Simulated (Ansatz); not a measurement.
**Th3Ga2 (P4/mbm): from the cell to its phonons**

Wanted: phonon frequencies of Th3Ga2 (P4/mbm) and what follows from them.

Method: DFT PBEsol, scalar-relativistic, plane waves, PAW, in Ansatz 0.2.0.

Most raw output is cut from this account.

## (1) The structure

The structure is tetragonal, space group P4/mbm (No. 127). The conventional cell has a = 8.000 Å, b = 8.000 Å, c = 4.224 Å, α = 90.00°, β = 90.00°, γ = 90.00°. Nearest to Th lie 4 Ga at 3.20 Å. Nearest to Th lie 6 Ga at 3.14 to 3.20 Å. Nearest to Ga lie 1 Ga at 2.65 Å and 8 Th at 3.14 to 3.20 Å. Farther neighbours are not listed.

## (2) Relaxation

The volume is held at the value of the starting cell, while the atoms and the shape relax as far as symmetry allows.

Input file input.yaml:

```yaml
crystal:
  lattice:
    - [8.0, 0.0, 0.0]
    - [0.0, 8.0, 0.0]
    - [0.0, 0.0, 4.224]
  atoms:
    - { symbol: Th, position: [0.0, 0.0, 0.0] }
    - { symbol: Th, position: [0.5, 0.5, 0.0] }
    - { symbol: Th, position: [0.1768, 0.6768, 0.5] }
    - { symbol: Th, position: [0.3232, 0.1768, 0.5] }
    - { symbol: Th, position: [0.8232, 0.3232, 0.5] }
    - { symbol: Th, position: [0.6768, 0.8232, 0.5] }
    - { symbol: Ga, position: [0.3827, 0.8827, 0.0] }
    - { symbol: Ga, position: [0.1173, 0.3827, 0.0] }
    - { symbol: Ga, position: [0.6173, 0.1173, 0.0] }
    - { symbol: Ga, position: [0.8827, 0.6173, 0.0] }
kpoints:
  mp_grid: { grid: [6, 6, 8] }
hamiltonian:
  xc: pbesol
scf:
  occupations: { method: gaussian, width: 0.1 }
output:
  forces: true
  stress: true
  eigenvalues: true
  write_density: true
  write_potential: true
  elf: true
  volumetric_format: npy
relax:
  adjacent_minimum: "off"
  f_tol: 0.005
  max_steps: 80
  cell: { stress_tol: 0.05, fix: [volume] }
```

The run is started by

```
$ ansatz run input.yaml --threads 6 --pin off --max-ram 40960MiB --backend cuda --events-out ev --progress --plain --runs-dir out
```

Run time: 19 s. Hardware: 1 × NVIDIA H100 80GB HBM3 with 6 threads of AMD EPYC 7R13 (Zen 3), shared host; peak memory 1.1 GiB; 14 s of CPU time.

Relaxation path:

| step | energy less that of the first step (eV) | largest force component (eV/Å) | pressure (GPa) | volume (Å³) |
| --- | --- | --- | --- | --- |
| 1 | 0.0000 | 0.0291 | -3.12 | 270.34 |
| 2 | -0.0012 | 0.0211 | -3.11 | 270.34 |
| 3 | -0.0015 | 0.0039 | -3.11 | 270.34 |
| 4* | -0.0015 | 0.0039 | -3.11 | 270.34 |

Relaxation steps marked * repeat the geometry before them on a plane-wave basis chosen anew for their cell, so energy and pressure can jump there.

Forces are held to the 16 operations that the run works with; a distortion that breaks them can't arise in this run.

| conventional cell, symmetrised | before | after | change |
| --- | --- | --- | --- |
| a (Å) | 8.000 | 7.988 | -0.1 % |
| b (Å) | 8.000 | 7.988 | -0.1 % |
| c (Å) | 4.224 | 4.236 | +0.3 % |
| volume (Å³/atom) | 27.03 | 27.03 | +0.0 % |

The atoms that moved most (Å, as changes of fractional coordinates times the final cell):

| atom | dx | dy | dz | length |
| --- | --- | --- | --- | --- |
| Ga7 | -0.008 | -0.008 | 0.000 | 0.011 |
| Ga10 | -0.008 | 0.008 | 0.000 | 0.011 |
| Ga8 | 0.008 | -0.008 | 0.000 | 0.011 |
| Ga9 | 0.008 | 0.008 | 0.000 | 0.011 |
| Th3 | -0.006 | -0.006 | 0.000 | 0.009 |
| Th6 | -0.006 | 0.006 | 0.000 | 0.009 |
| Th4 | 0.006 | -0.006 | 0.000 | 0.009 |
| Th5 | 0.006 | 0.006 | 0.000 | 0.009 |

This step gave:

```yaml
pressure: -3.110 GPa
volume_per_atom: 27.03 Å³
gap_on_the_k_mesh: 0 eV
```

ELF in the ab plane at fractional z = 0.000, with atoms of Th and Ga within 0.2 Å of it. It is the smooth field of the valence electrons, not physical close to the nuclei.

Values, 12 rows by 16 columns, each cell a mean:
```
0.42 0.73 0.39 0.32 0.37 0.20 0.14 0.24 0.40 0.42 0.41 0.47 0.36 0.29 0.71 0.55
0.54 0.43 0.27 0.42 0.32 0.11 0.11 0.18 0.37 0.40 0.28 0.31 0.36 0.29 0.32 0.47
0.34 0.33 0.36 0.45 0.44 0.32 0.28 0.36 0.48 0.42 0.31 0.35 0.46 0.45 0.38 0.35
0.45 0.42 0.28 0.31 0.43 0.44 0.34 0.29 0.28 0.28 0.34 0.47 0.40 0.25 0.19 0.29
0.36 0.40 0.32 0.35 0.35 0.26 0.44 0.63 0.68 0.58 0.27 0.39 0.32 0.10 0.10 0.17
0.42 0.39 0.39 0.47 0.37 0.30 0.74 0.38 0.20 0.68 0.44 0.30 0.41 0.27 0.21 0.29
0.30 0.16 0.15 0.30 0.39 0.26 0.67 0.56 0.40 0.75 0.44 0.28 0.46 0.44 0.40 0.44
0.26 0.09 0.10 0.24 0.42 0.31 0.33 0.52 0.51 0.39 0.27 0.34 0.34 0.28 0.34 0.42
0.41 0.30 0.29 0.39 0.48 0.39 0.33 0.33 0.35 0.36 0.42 0.48 0.40 0.31 0.37 0.48
0.29 0.31 0.40 0.45 0.36 0.27 0.36 0.48 0.35 0.22 0.20 0.33 0.48 0.39 0.29 0.28
0.65 0.54 0.29 0.31 0.37 0.33 0.36 0.41 0.25 0.08 0.09 0.24 0.41 0.28 0.44 0.68
0.20 0.71 0.48 0.28 0.48 0.42 0.37 0.42 0.35 0.23 0.23 0.35 0.39 0.28 0.71 0.38
```
Columns run along a (8.0 Å), rows up along b (8.0 Å). Atoms in or near the plane, at fractional coordinates: Th at (0.00, 0.00), Th at (0.50, 0.50), Ga at (0.38, 0.88), Ga at (0.12, 0.38), Ga at (0.62, 0.12), Ga at (0.88, 0.62).

Electrostatic potential energy in the ab plane at fractional z = 0.000, with atoms of Th and Ga within 0.2 Å of it. With pseudopotentials it is smooth inside the atoms' cores, unlike the true potential.

Ten even steps from '_' (-65 eV) to '@' (16 eV), each cell a mean:
```
____==%%@@@@%%######%%@@@@@@@@@@@@@@@@**::__
..--**%%@@@@##******##@@@@@@@@@@@@@@@@%%++::
**##%%@@@@@@##******##%%@@@@@@@@@@@@@@@@%%**
%%@@@@@@@@@@%%##****##@@@@@@@@@@@@@@@@@@@@%%
@@@@@@@@@@@@@@%%####%%@@@@@@@@@@@@@@@@@@@@@@
@@@@@@@@@@@@@@@@@@@@@@@@@@@@@@@@@@@@%%%%%%@@
@@@@@@@@@@@@@@@@@@@@@@@@@@@@@@@@@@%%######%%
@@@@@@@@@@@@@@@@@@%%%%##%%@@@@@@@@##******##
%%@@@@@@@@@@@@@@%%**==--++##@@@@@@##******##
@@@@@@@@@@@@@@@@##--____..++%%@@@@%%##****##
@@@@%%@@@@@@@@%%**..______--##@@@@@@%%##%%@@
@@######%%@@@@%%**::______==%%@@@@@@@@@@@@@@
%%******##%%@@@@%%++::..--**%%@@@@@@@@@@@@@@
##******##%%@@@@@@%%****##%%@@@@@@@@@@@@@@@@
%%##****##%%@@@@@@@@@@%%@@@@@@@@@@@@@@@@@@@@
@@%%####%%@@@@@@@@@@@@@@@@@@@@@@@@@@@@@@@@@@
@@@@@@@@@@@@@@@@@@@@@@@@@@%%%%@@@@@@@@@@@@@@
@@@@@@@@@@@@@@@@@@@@@@%%########@@@@@@@@@@@@
##%%@@@@@@@@@@@@@@@@@@%%******##%%@@@@@@%%%%
--++##@@@@@@@@@@@@@@@@%%******##%%@@@@%%**==
__..++%%@@@@@@@@@@@@@@%%##****##@@@@@@##--__
____--##@@@@@@@@%%@@@@@@%%%%%%%%@@@@%%**..__
```
Columns run along a (8.0 Å; values clipped at the 3rd and 97th percentile), rows up along b (8.0 Å). Atoms in or near the plane, at fractional coordinates: Th at (0.00, 0.00), Th at (0.50, 0.50), Ga at (0.38, 0.88), Ga at (0.12, 0.38), Ga at (0.62, 0.12), Ga at (0.88, 0.62).

Valence density in the ab plane at fractional z = 0.000, with atoms of Th and Ga within 0.2 Å of it. It is the smooth field of the valence electrons, not physical close to the nuclei.

Values in e/Å³, 12 rows by 16 columns, each cell a mean:
```
 1  1  0  0  0  3  7  1  0  0  0  0  0  0  1  1
 1  0  0  0  1  8 25  3  0  0  0  0  0  0  0  1
 0  0  0  0  0  1  1  0  0  0  0  0  0  0  0  0
 0  0  0  0  0  0  0  0  0  0  0  0  0  2  4  1
 0  0  0  0  0  0  0  1  1  1  0  0  1  9 27  3
 0  0  0  0  0  0  1  1  1  1  1  0  0  1  2  1
 1  5  6  1  0  0  1  1  1  1  0  0  0  0  0  0
 1 14 20  2  0  0  0  1  1  0  0  0  0  0  0  0
 0  1  1  0  0  0  0  0  0  0  0  0  0  0  0  0
 0  0  0  0  0  0  0  0  0  3  3  1  0  0  0  0
 1  1  0  0  0  0  0  0  1 16 22  2  0  0  0  1
 1  1  1  0  0  0  0  0  0  2  2  0  0  0  1  1
```
Columns run along a (8.0 Å), rows up along b (8.0 Å). Atoms in or near the plane, at fractional coordinates: Th at (0.00, 0.00), Th at (0.50, 0.50), Ga at (0.38, 0.88), Ga at (0.12, 0.38), Ga at (0.62, 0.12), Ga at (0.88, 0.62).

In this step the volume went from 27.03 to 27.03 Å³/atom.

## (3) Relaxing to small forces for the phonons

At the same fixed volume the relaxation is repeated with tight tolerances, on the k mesh and occupations of the phonon run that follows.

Input file input.yaml:

```yaml
crystal:
  lattice:
    - [7.9884577956, 0.0, 0.0]
    - [0.0, 7.9884577956, 0.0]
    - [0.0, 0.0, 4.2362149967]
  atoms:
    - { symbol: Th, position: [0.0, 0.0, 0.0] }
    - { symbol: Th, position: [0.5, 0.5, 0.0] }
    - { symbol: Th, position: [0.1760446054, 0.6760446054, 0.5] }
    - { symbol: Th, position: [0.3239553946, 0.1760446054, 0.5] }
    - { symbol: Th, position: [0.8239553946, 0.3239553946, 0.5] }
    - { symbol: Th, position: [0.6760446054, 0.8239553946, 0.5] }
    - { symbol: Ga, position: [0.3817012091, 0.8817012091, 0.0] }
    - { symbol: Ga, position: [0.1182987909, 0.3817012091, 0.0] }
    - { symbol: Ga, position: [0.6182987909, 0.1182987909, 0.0] }
    - { symbol: Ga, position: [0.8817012091, 0.6182987909, 0.0] }
kpoints:
  mp_grid: { grid: [6, 6, 8] }
hamiltonian:
  xc: pbesol
scf:
  occupations: { method: methfessel_paxton, width: 0.2 }
output:
  forces: true
  stress: true
  eigenvalues: true
relax:
  adjacent_minimum: "off"
  f_tol: 0.001
  max_steps: 60
  cell: { stress_tol: 0.01, fix: [volume] }
```

The job ended after 12 s (1 × NVIDIA H100 80GB HBM3 with 6 threads; peak memory 1.1 GiB).

Little changed from the start: no atom moved by 0.005 Å and no cell edge by 0.1 %.

Numbers from this step:

```yaml
pressure: -3.122 GPa
```

The largest force component left is 0.87 meV/Å. The volume is held at 27.03 Å³/atom, so a pressure of -3.12 GPa remains at this level.

## (4) Modes at Γ

The zone centre comes first: it holds the modes that light can see, as far as symmetry allows. No field response is asked, since the mesh shows no gap.

Input file input.yaml:

```yaml
crystal:
  lattice:
    - [7.9917443991, 0.0, 0.0]
    - [0.0, 7.9917443991, 0.0]
    - [0.0, 0.0, 4.2327314278]
  atoms:
    - { symbol: Th, position: [0.0, 0.0, 0.0] }
    - { symbol: Th, position: [0.5, 0.5, 0.0] }
    - { symbol: Th, position: [0.1760402966, 0.6760402966, 0.5] }
    - { symbol: Th, position: [0.3239597034, 0.1760402966, 0.5] }
    - { symbol: Th, position: [0.8239597034, 0.3239597034, 0.5] }
    - { symbol: Th, position: [0.6760402966, 0.8239597034, 0.5] }
    - { symbol: Ga, position: [0.3817816704, 0.8817816704, 0.0] }
    - { symbol: Ga, position: [0.1182183296, 0.3817816704, 0.0] }
    - { symbol: Ga, position: [0.6182183296, 0.1182183296, 0.0] }
    - { symbol: Ga, position: [0.8817816704, 0.6182183296, 0.0] }
kpoints:
  mp_grid: { grid: [6, 6, 8] }
hamiltonian:
  xc: pbesol
scf:
  occupations: { method: methfessel_paxton, width: 0.2 }
output:
  eigenvalues: true
phonons:
  method: dfpt
```

The job ended after 31 s (1 × NVIDIA H100 80GB HBM3 with 6 threads; peak memory 4.5 GiB).

This step gave:

* sum-rule residual before enforcement: 2.02e-5 eV/Å²
* point group: 4/mmm
* highest optical mode at the zone centre (no LO-TO term): 172.7 cm⁻¹
* lowest optical zone-centre mode: 13.41 cm⁻¹

Patterns of degenerate modes are one choice out of their space. Modes at Γ, with each element's share of the kinetic energy:

| mode | frequency (cm⁻¹) | symmetry | Th % | Ga % |
| --- | --- | --- | --- | --- |
| 1 | 0.0 | acoustic | 83 | 17 |
| 2 | 0.0 | acoustic | 83 | 17 |
| 3 | 0.0 | acoustic | 83 | 17 |
| 4 | 13.4 | A1u | 100 | 0 |
| 5 | 46.9 | Eu | 89 | 11 |
| 6 | 46.9 | Eu | 89 | 11 |
| 7 | 50.1 | A2u | 90 | 10 |
| 8 | 54.6 | B1g | 95 | 5 |
| 9 | 60.5 | A2g | 88 | 12 |
| 10 | 62.8 | A1g | 86 | 14 |
| 11 | 64.7 | B1u | 97 | 3 |
| 12 | 68.9 | Eu | 96 | 4 |
| 13 | 68.9 | Eu | 96 | 4 |
| 14 | 75.6 | Eg | 95 | 5 |
| 15 | 75.6 | Eg | 95 | 5 |
| 16 | 78.9 | B2g | 100 | 0 |
| 17 | 79.4 | Eu | 98 | 2 |
| 18 | 79.4 | Eu | 98 | 2 |
| 19 | 122.8 | B1u | 3 | 97 |
| 20 | 125.1 | B1g | 5 | 95 |
| 21 | 128.7 | A2g | 12 | 88 |
| 22 | 133.6 | Eg | 5 | 95 |
| 23 | 133.6 | Eg | 5 | 95 |
| 24 | 135.0 | Eu | 17 | 83 |
| 25 | 135.0 | Eu | 17 | 83 |
| 26 | 135.6 | Eu | 17 | 83 |
| 27 | 135.6 | Eu | 17 | 83 |
| 28 | 139.9 | A2u | 27 | 73 |
| 29 | 171.3 | A1g | 14 | 86 |
| 30 | 172.7 | B2g | 0 | 100 |

Displacements in mode 4 (13.4 cm⁻¹), the largest set to 1:
```
Th1  0.00  0.00 -1.00
Th2  0.00  0.00  1.00
Th3  0.00  0.00  0.00
Th4  0.00  0.00  0.00
Th5  0.00  0.00  0.00
Th6  0.00  0.00  0.00
Ga7  0.00  0.00  0.00
Ga8  0.00  0.00  0.00
Ga9  0.00  0.00  0.00
Ga10 0.00  0.00  0.00
```

Displacements in mode 16 (78.9 cm⁻¹), the largest set to 1:
```
Th1  0.00  0.00  0.00
Th2  0.00  0.00  0.00
Th3 -1.00 -1.00  0.00
Th4 -1.00  1.00  0.00
Th5  1.00  1.00  0.00
Th6  1.00 -1.00  0.00
Ga7 -0.06 -0.06  0.00
Ga8 -0.06  0.06  0.00
Ga9  0.06  0.06  0.00
Ga10 0.06 -0.06  0.00
```

Before it was imposed, the acoustic sum rule was missed by 2.0e-5 eV/Å². Small misses are needed for a sound result but don't prove that mesh and cutoff are converged. The lowest optical mode is real, 13.4 cm⁻¹.

## (5) Phonons on a q mesh

Stability and thermal properties need the whole zone. Linear response on a 2×2×4 q mesh gives force constants as far as a supercell of that size would.

Changes to input.yaml since step 4:

```diff
@@ -26 +26,9 @@
   method: dfpt
+  qmesh: [2, 2, 4]
+  temperatures: { t_max: 400, t_step: 50 }
+  qpath:
+    path:
+      - [[0.0, 0.0, 0.0], [0.0, 0.5, 0.0], [0.5, 0.5, 0.0], [0.0, 0.0, 0.0], [0.0, 0.0, 0.5], [0.0, 0.5, 0.5], [0.5, 0.5, 0.5], [0.0, 0.0, 0.5]]
+      - [[0.0, 0.5, 0.0], [0.0, 0.5, 0.5]]
+      - [[0.5, 0.5, 0.0], [0.5, 0.5, 0.5]]
+    npoints: 10
```

Wall time 88 s (1 × NVIDIA H100 80GB HBM3 with 6 threads); peak memory 8.9 GiB.

Numbers from this step:

```yaml
sum_rule_residual_before_enforcement: 2.67e-5 eV/Å²
lowest_frequency_on_the_path: -42.72 cm⁻¹
highest_frequency_on_the_path_or_at_a_solved_wavevector: 172.7 cm⁻¹
lowest_mode_on_the_q_mesh_acoustic_modes_at_gamma_apart: -42.72 cm⁻¹
```

Frequencies (cm⁻¹) solved at each irreducible wavevector; negative means imaginary. Frequencies by wavevector, by row:

| q in reciprocal lattice units | star | mode 1 | mode 2 | mode 3 | mode 4 | mode 28 | mode 29 | mode 30 |
| --- | --- | --- | --- | --- | --- | --- | --- | --- |
| 0 0 0 | 1 | 0 | 0 | 0 | 13.4 | 139.9 | 171.3 | 172.7 |
| 0 0 0.25 | 2 | -30.9 | 33.3 | 35.9 | 35.9 | 140.3 | 169.4 | 172.3 |
| 0 0 -0.5 | 1 | -42.7 | -16.1 | 37.5 | 48.8 | 139.5 | 171.4 | 172.7 |
| 0 -0.5 0 | 2 | 27.1 | 27.1 | 27.6 | 27.6 | 137.3 | 169.2 | 169.2 |
| 0 -0.5 0.25 | 4 | 7.2 | 7.2 | 40 | 40 | 140.6 | 168.6 | 168.6 |
| 0 -0.5 -0.5 | 2 | -25.4 | -25.4 | 50.3 | 50.3 | 139.6 | 168.6 | 168.6 |
| -0.5 -0.5 0 | 1 | 26.7 | 26.7 | 42.2 | 42.2 | 138 | 164.6 | 164.6 |
| -0.5 -0.5 0.25 | 2 | 16.5 | 16.5 | 46.4 | 46.4 | 141.1 | 165.6 | 165.6 |
| -0.5 -0.5 -0.5 | 1 | 5.9 | 5.9 | 52.6 | 52.6 | 140.1 | 163.5 | 163.5 |

Interpolated from a 2×2×4 q mesh. The phonon branches at the labelled points (cm⁻¹):

| point | branch 1 | branch 2 | branch 3 | branch 4 | branch 27 | branch 28 | branch 29 | branch 30 |
| --- | --- | --- | --- | --- | --- | --- | --- | --- |
| Γ | 0 | 0 | 0 | 13 | 136 | 140 | 171 | 173 |
| halfway | 14 | 20 | 20 | 32 | 136 | 139 | 170 | 171 |
| X | 27 | 27 | 28 | 28 | 137 | 137 | 169 | 169 |
| halfway | 27 | 27 | 34 | 34 | 138 | 138 | 167 | 167 |
| M | 27 | 27 | 42 | 42 | 138 | 138 | 165 | 165 |
| halfway | 22 | 23 | 25 | 44 | 137 | 138 | 168 | 169 |
| Γ | 0 | 0 | 0 | 13 | 136 | 140 | 171 | 173 |
| halfway | -31 | 33 | 36 | 36 | 140 | 140 | 169 | 172 |
| Z | -43 | -16 | 38 | 49 | 140 | 140 | 171 | 173 |
| halfway | -37 | -17 | 43 | 50 | 139 | 139 | 170 | 171 |
| R | -25 | -25 | 50 | 50 | 140 | 140 | 169 | 169 |
| halfway | -17 | -17 | 52 | 52 | 140 | 140 | 166 | 166 |
| A | 6 | 6 | 53 | 53 | 140 | 140 | 164 | 164 |
| halfway | -31 | -13 | 47 | 50 | 139 | 140 | 168 | 169 |
| Z | -43 | -16 | 38 | 49 | 140 | 140 | 171 | 173 |
| jump to X | 27 | 27 | 28 | 28 | 137 | 137 | 169 | 169 |
| halfway | 7 | 7 | 40 | 40 | 141 | 141 | 169 | 169 |
| R | -25 | -25 | 50 | 50 | 140 | 140 | 169 | 169 |
| jump to M | 27 | 27 | 42 | 42 | 138 | 138 | 165 | 165 |
| halfway | 16 | 16 | 46 | 46 | 141 | 141 | 166 | 166 |
| A | 6 | 6 | 53 | 53 | 140 | 140 | 164 | 164 |

Tetrahedra on a 8×8×16 mesh, mean over bins of 2 cm-1. Interpolated from a 2×2×4 q mesh. Phonon density of states against wavenumber; read off at these points:

wavenumber (cm⁻¹), phonon density of states (1/cm⁻¹/cell) and a bar:
```
    -43.0      0.000 
    -37.0      0.012 
    -31.0      0.018 #
    -25.0      0.022 #
    -19.0      0.025 #
    -13.0      0.031 #
     -7.0      0.018 #
     -3.0      0.017 #
      3.0      0.017 #
      9.0      0.023 #
     15.0      0.046 #
     21.0      0.106 ###
     27.0      0.052 ##
     33.0      0.036 #
     39.0      0.093 ###
     45.0      0.274 #########
     51.0      0.251 ########
     57.0      0.392 #############
     61.0      0.502 ################
     63.0      0.403 #############
     65.0      0.657 #####################
     67.0      0.435 ##############
     69.0      0.528 #################
     73.0      0.445 ##############
     79.0      0.481 ###############
     85.0      0.001 
     91.0      0.000 
     97.0      0.000 
    103.0      0.000 
    109.0      0.000 
    115.0      0.001 
    121.0      0.038 #
    127.0      0.423 ##############
    131.0      0.631 ####################
    133.0      0.294 #########
    137.0      0.934 ##############################
    143.0      0.000 
    149.0      0.000 
    155.0      0.000 
    161.0      0.000 
    167.0      0.278 #########
    173.0      0.018 #
```

The partial phonon density of states has structure finer than the step of the table below, so its rows give means over 5 cm⁻¹, whole bins alone (the curve runs from -52.5 to 188 cm⁻¹). Peaks (cm⁻¹: height): Ga 136.5: 0.671, 168.2: 0.277; Th 65.4: 0.491, 138.0: 0.103.

Phonopy on the run's constants, 7x7x13 mesh, Gaussian sigma 2.0 cm-1. Interpolated from a 2×2×4 q mesh. The partial phonon density of states by wavenumber; means over each step; values in 1/cm⁻¹/cell:

| wavenumber (cm⁻¹) | Ga | Th |
| --- | --- | --- |
| -50 | 0 | 9.4e-6 |
| -45 | 0 | 0.00113 |
| -40 | 1.4e-6 | 0.00784 |
| -35 | 1.5e-5 | 0.0150 |
| -30 | 4.3e-5 | 0.0187 |
| -25 | 8.5e-5 | 0.0228 |
| -20 | 1.8e-4 | 0.0274 |
| -15 | 3.3e-4 | 0.0314 |
| -10 | 1.9e-4 | 0.0196 |
| -5 | 1.2e-4 | 0.0135 |
| 0 | 1.8e-4 | 0.00689 |
| 5 | 3.0e-4 | 0.0173 |
| 10 | 0.00123 | 0.0310 |
| 15 | 0.00241 | 0.0450 |
| 20 | 0.00465 | 0.0793 |
| 25 | 0.00449 | 0.0740 |
| 30 | 0.00384 | 0.0353 |
| 35 | 0.00611 | 0.0449 |
| 40 | 0.0169 | 0.117 |
| 45 | 0.0319 | 0.220 |
| 50 | 0.0322 | 0.249 |
| 55 | 0.0308 | 0.293 |
| 60 | 0.0311 | 0.387 |
| 65 | 0.0339 | 0.471 |
| 70 | 0.0273 | 0.425 |
| 75 | 0.0156 | 0.404 |
| 80 | 0.00764 | 0.261 |
| 85 | 6.9e-4 | 0.0316 |
| 90 | 5.7e-6 | 3.7e-4 |
| 95 | 0 | 0 |
| 100 | 0 | 0 |
| 105 | 0 | 0 |
| 110 | 1.6e-4 | 2.5e-6 |
| 115 | 0.00610 | 1.9e-4 |
| 120 | 0.0384 | 0.00241 |
| 125 | 0.208 | 0.0184 |
| 130 | 0.449 | 0.0444 |
| 135 | 0.590 | 0.0785 |
| 140 | 0.438 | 0.0755 |
| 145 | 0.0403 | 0.00781 |
| 150 | 1.1e-4 | 2.1e-5 |
| 155 | 7.0e-6 | 0 |
| 160 | 0.00629 | 4.5e-4 |
| 165 | 0.130 | 0.00892 |
| 170 | 0.212 | 0.0136 |
| 175 | 0.0297 | 0.00168 |
| 180 | 1.5e-4 | 6.5e-6 |
| 185 | 0 | 0 |

Symmetry leaves 9 wavevectors to solve. The lowest mode among them, the acoustic zeros apart, lies at q = (0, 0, -0.5) and is imaginary, 42.7i cm⁻¹, so the energy falls along it.

## (6) Summary of results

- space group after relaxation (within 0.01 Å): P4/mbm
- volume per atom: 27.0 Å³
- electronic character: no gap on this mesh
- highest optical mode at the zone centre (no LO-TO term): 173 cm⁻¹
- lowest optical zone-centre mode: 13.4 cm⁻¹
- lowest mode on the q mesh (acoustic modes at Γ apart): -42.7 cm⁻¹
- highest frequency on the path or at a solved wavevector: 173 cm⁻¹
- imaginary modes on the 2×2×4 q mesh: yes

**Reading.** Modes are clearly imaginary (beyond 10i cm⁻¹) at 3 of the 9 irreducible wavevectors, most at q = (0, 0, -0.5) (42.7i cm⁻¹), so this structure is not a minimum of the energy. The optical modes at Γ span 13 to 173 cm⁻¹. The highest mode in this list at Γ, 172.7 cm⁻¹, is mostly motion of Ga (100 % of the kinetic energy). The volume was held at that of the database entry and not relaxed, so the modes belong to a cell under -3.12 GPa at this level. Magnetic starts were tried first and their moments did not last, so the runs shown are non-magnetic; if the real compound is magnetic, its cell and modes can differ much. With no gap, or one that is small against the smearing, the frequencies hang on the k mesh and the smearing, most of all near Kohn anomalies. An optical mode within 15 cm⁻¹ of zero is at the mercy of small errors in the force constants, and even its sign is uncertain. Spin-orbit coupling is left out, which can matter for the heavy elements here. These are harmonic frequencies at zero temperature: anharmonic shifts, linewidths and thermal expansion are left out.

[Logs are printed without paths, hosts, clocks, repeated set-up lines and the standing remarks that a program may print on its own settings, such as how far it seeks lower states.]

[Hosts, paths, dates, database ids (printed as entryN), source tags and the programs' standing remarks are cut or masked in the printed files.]
